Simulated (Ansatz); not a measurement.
# Amorphous C: valence band and core levels, part 3 of 3

How wide do site differences make the core lines of amorphous C?

Ansatz 0.2.0; DFT, PBE, plane-wave PAW, default files, scalar-relativistic.

So far. Step 5 (Dynamics at 300 K): Beyond half the shortest lattice vector, 3.1 Å, g(r) counts periodic images.

## (7) Valence states (continued)

ELF in the ac plane at fractional y = 0.610, with atoms of C within 0.2 Å of it. It is the smooth field of the valence electrons, not physical close to the nuclei.

Ten even steps from '_' (0.01) to '@' (0.90), each cell a mean:
```
__________::++##**==::--**##**==::
________::++##%%**--____--**##**::
______..==********--____--##%%##--
..__..==####--..++++::::==**####==
..::==**%%@@==--####++**%%++::==++
::++%%##%%%%****%%%%**%%@@##::++++
==%%@@##**++----**##==**@@##++**++
++##%%##**==....==####****==--====
**++====++--____--%%@@%%==..__::++
##++----==++--::==##%%##==____--##
####**++**%%****%%##==**==....++%%
..==%%**##@@++++@@%%++##**::..++**
::==##++++##::..****##@@##--::++**
****++::--****++++--**##++++::--**
++++--__..**@@@@**==**--::++--..::
::::..__..++%%%%****##++**%%++....
__________--********##**%%@@**::..
```
Columns run along a (6.1 Å), rows up along c (6.1 Å). Atoms in or near the plane, at fractional coordinates: C at (0.03, 0.28), C at (0.41, 0.77), C at (0.40, 0.25), C at (0.69, 0.12), C at (0.84, 0.70).

Recipe: projected DOS times atomic cross section and asymmetry factor (unpolarised light, 45° from the beam), occupied states only, Fermi edge at 300 K, a Lorentzian width of 0.2 eV growing by 0.05 eV per eV of binding energy, and a resolution of 0.6 eV. Curves are cut 10 eV under the photon energy, above any shell that the free atom's threshold puts out of reach, or at the lower edge of the window: 11.2 eV at 21.2 eV, 22.6 eV at 60 eV, 22.6 eV at 1486.7 eV, 22.6 eV at 8047.8 eV and 22.6 eV at 9251.7 eV. Matrix elements of the solid and inelastic losses aren't modelled, nor non-dipole terms, which matter above 3 keV.

Share of each shell in the spectrum's area (%), by photon energy:

```
shell  21.2 eV  60 eV  1486.7 eV  8047.8 eV  9251.7 eV
 C 2s      2.2   25.8       89.1       97.7       98.0
 C 2p     97.8   74.2       10.9        2.3        2.0
```

Cross sections used, in Mb an electron:

```
shell  21.2 eV  60 eV  1486.7 eV  8047.8 eV  9251.7 eV
 C 2s     0.58   0.38     3.1e-4     2.0e-6     1.3e-6
 C 2p      2.7   0.33     9.8e-6     1.2e-8     6.5e-9
```

The largest force component on a free atom is 0.035 eV/Å, a little over the usual target of 0.03 eV/Å.

## (8) Core levels by total-energy differences

XPS shifts tell sites apart. Each chosen atom gets a core hole in a self-consistent pass of its own.

File input.yaml:

```yaml
crystal:
  lattice:
    - [6.1281413518, 0.0, 0.0]
    - [0.0, 6.1281413518, 0.0]
    - [0.0, 0.0, 6.1281413518]
  atoms:
    - { symbol: C_h, position: [0.6183865591, 1.0924486003, 0.0433279007] }
    - { symbol: C_h, position: [1.0285248578, 0.6097685735, 0.2796617518] }
    - { symbol: C_h, position: [0.2962978963, 0.9753868926, 0.3123837312] }
    - { symbol: C_h, position: [0.4370263895, 0.9600303009, 0.091590255] }
    - { symbol: C_h, position: [0.8110262972, 0.4819222472, -0.0497786577] }
    - { symbol: C_h, position: [0.3437455076, 0.2436110799, 0.6035357586] }
    - { symbol: C, position: [0.4053101903, 0.6304468845, 0.7666811917] }
    - { symbol: C, position: [0.474547527, 0.3957202042, 0.7372812763] }
    - { symbol: C, position: [0.6792244344, 0.0595963269, 0.5165603774] }
    - { symbol: C, position: [0.9604954542, 0.8131414681, 0.6596995797] }
    - { symbol: C, position: [0.2369089974, 0.7301427765, 0.3666171818] }
    - { symbol: C, position: [0.1918987007, 0.6845840867, 0.6114632874] }
    - { symbol: C, position: [0.7581830692, 0.1345878558, 0.7246188435] }
    - { symbol: C, position: [0.6110414251, 0.5613124145, 0.5987020924] }
    - { symbol: C, position: [1.0743904132, 1.1058982071, 0.3655865321] }
    - { symbol: C, position: [0.4563354375, 0.0750489532, 0.4820492271] }
    - { symbol: C, position: [0.8686303062, 1.0055303942, 0.054396753] }
    - { symbol: C, position: [0.8995339324, -0.0127681896, 0.8148097336] }
    - { symbol: C, position: [0.4016236459, 0.6131661341, 0.2522893243] }
    - { symbol: C, position: [0.987163048, 0.4139534415, 0.1104096476] }
    - { symbol: C, position: [0.8646248605, 0.7976753041, 0.2159560492] }
    - { symbol: C, position: [0.470827154, 0.7200312727, 0.0357129125] }
    - { symbol: C, position: [0.6946655508, 0.640516608, 0.1228220949] }
    - { symbol: C, position: [0.8758356275, 0.9303836526, 0.4362063948] }
    - { symbol: C, position: [0.5885352003, 0.5491340668, 0.3442192811] }
    - { symbol: C, position: [0.8410421247, 0.5848203456, -0.3043940867] }
    - { symbol: C, position: [0.6495671731, 0.289807253, -0.1147308136] }
    - { symbol: C, position: [1.0319138993, 0.495934413, 0.5462038524] }
    - { symbol: C, position: [0.9881687048, 0.1973017693, 0.1631395726] }
    - { symbol: C, position: [1.1363968493, 0.2788683799, 0.5276751998] }
kpoints:
  mp_grid: { grid: [2, 2, 2] }
scf:
  occupations: { method: fermi_dirac, width: 0.03 }
  n_extra_bands: 23
hamiltonian:
  xc: pbe
  pseudopotentials: { kind: paw }
output:
  forces: true
  core_levels:
    shells: { C_h: "1s" }
    counted_from: conduction_bottom
    add_spin: false
```

Started as:

```
$ ansatz run input.yaml --threads 3 --pin off --max-ram 8192MiB --backend cpu --events-out ev --progress --plain --runs-dir out
```

The job ended after 26 s (3 threads of Intel Xeon at 2.80GHz (Skylake/Cascade Lake), shared host; peak memory 0.72 GiB).

Each level is the free energy with the hole less that without it. The electron stays in the lowest empty state, so these are excitation energies, not binding energies. The hole's nearest image is 6.1 Å away, and the holes carry no spin, so absolute levels are rough.

```
atom  region  shell  level (eV)  shift (eV)  potential at nucleus, shift (V)  j lines (eV)  doubts
  C1       -     1s      283.27       -0.41                            +1.00             -       -
  C2       -     1s      284.91       +1.24                            +1.41             -       -
  C3       -     1s      284.91       +1.24                            +1.35             -       -
  C4       -     1s      282.98       -0.69                            +0.16             -       -
  C5       -     1s      285.08       +1.41                            +1.34             -       -
  C6       -     1s      283.67       +0.00                            +0.00             -       -
```

Shifts count from the last listed atom of each element. With the electron kept in the cell, its attraction to the hole differs by site and enters these shifts. A higher potential at the nucleus binds core electrons more tightly, so that column is a rough initial-state shift.

The C 1s lines of the listed atoms alone (other atoms of the cell aren't counted), as Gaussians 0.3 eV wide, no depth weighting. Table of intensity by C 1s level; read off at these points:

```
C 1s level (eV)  intensity (%)
         282.40        0.00115
         282.50         0.0317
         282.60          0.451
         282.70           3.43
         282.80           14.5
         282.90           33.2
         283.00           44.4
         283.10           43.6
         283.20           44.6
         283.23           44.9
         283.30           41.3
         283.40           27.6
         283.50           23.8
         283.60           35.6
         283.66           40.4
         283.70           39.4
         283.80           24.4
         283.90           8.21
         284.00           1.48
         284.10          0.149
         284.20        0.00797
         284.30        0.00108
         284.40         0.0279
         284.50          0.472
         284.60           4.25
         284.70           21.3
         284.80           59.0
         284.90           94.7
         284.96          100.0
         285.00           95.4
         285.10           66.3
         285.20           32.4
         285.30           10.1
         285.40           1.88
         285.50          0.193
         285.60         0.0106
         285.70         3.4e-4
```

At this level the gap is 0.59 eV on the k-mesh of the self-consistent run, which can miss the band edges.

## (9) What came out

| Item | Value |
| --- | --- |
| strongest listed peak within 13 eV of the zero, at 1486.7 eV | 10.1 eV binding, mostly C 2s |
| strongest listed peak within 13 eV of the zero, at 21.2 eV | 5.4 eV binding, mostly C 2p |
| spread of the C level over the listed sites | 2.10 eV |

**Reading.** Over the listed sites the core levels spread as follows: C 2.10 eV. Among the sites run, the most bound C 1s level is that of C5, bonded to 4 C; the least bound, 2.10 eV shallower, that of C4, bonded to 3 C. These are excitation energies with the electron kept in the cell, so its attraction to the hole, which differs by site, enters the order. At 21.2 eV the valence spectrum has its highest listed peaks within 10.8 eV at 4.5 eV (C 2p) and 5.4 eV (C 2p). At 1486.7 eV the valence spectrum has its highest listed peaks within 22.2 eV at 10.1 eV (C 2s), 13.5 eV (C 2s), 14.6 eV (C 2s), 15.6 eV (C 2s) and 17.6 eV (C 2s). The shell named is the one with most of the intensity, cross sections included, not always the one with most states there. In the main run, from 1486.7 eV towards hard X-rays the C 2s share grows by 9 points, as its cross section falls more slowly with photon energy than those of the shells it gains on. The spectra rest on a 2×2×2 mesh, so closely spaced maxima can be ripples of the mesh. The dynamics last under a picosecond in a cell of a few dozen atoms, so the model holds more coordination defects than a real glass, and only a few sites got holes.

[Logs are printed without paths, hosts, clocks, repeated set-up lines and the standing remarks that a program may print on its own settings, such as how far it seeks lower states.]

[Hosts, paths, dates, database ids (printed as entryN), source tags and the programs' standing remarks are cut or masked in the printed files.]

[Maps of the electrostatic potential energy from Ansatz leave out the sawtooth potential of an applied field or a dipole correction, so their vacuum need not be flat; work functions include it.]
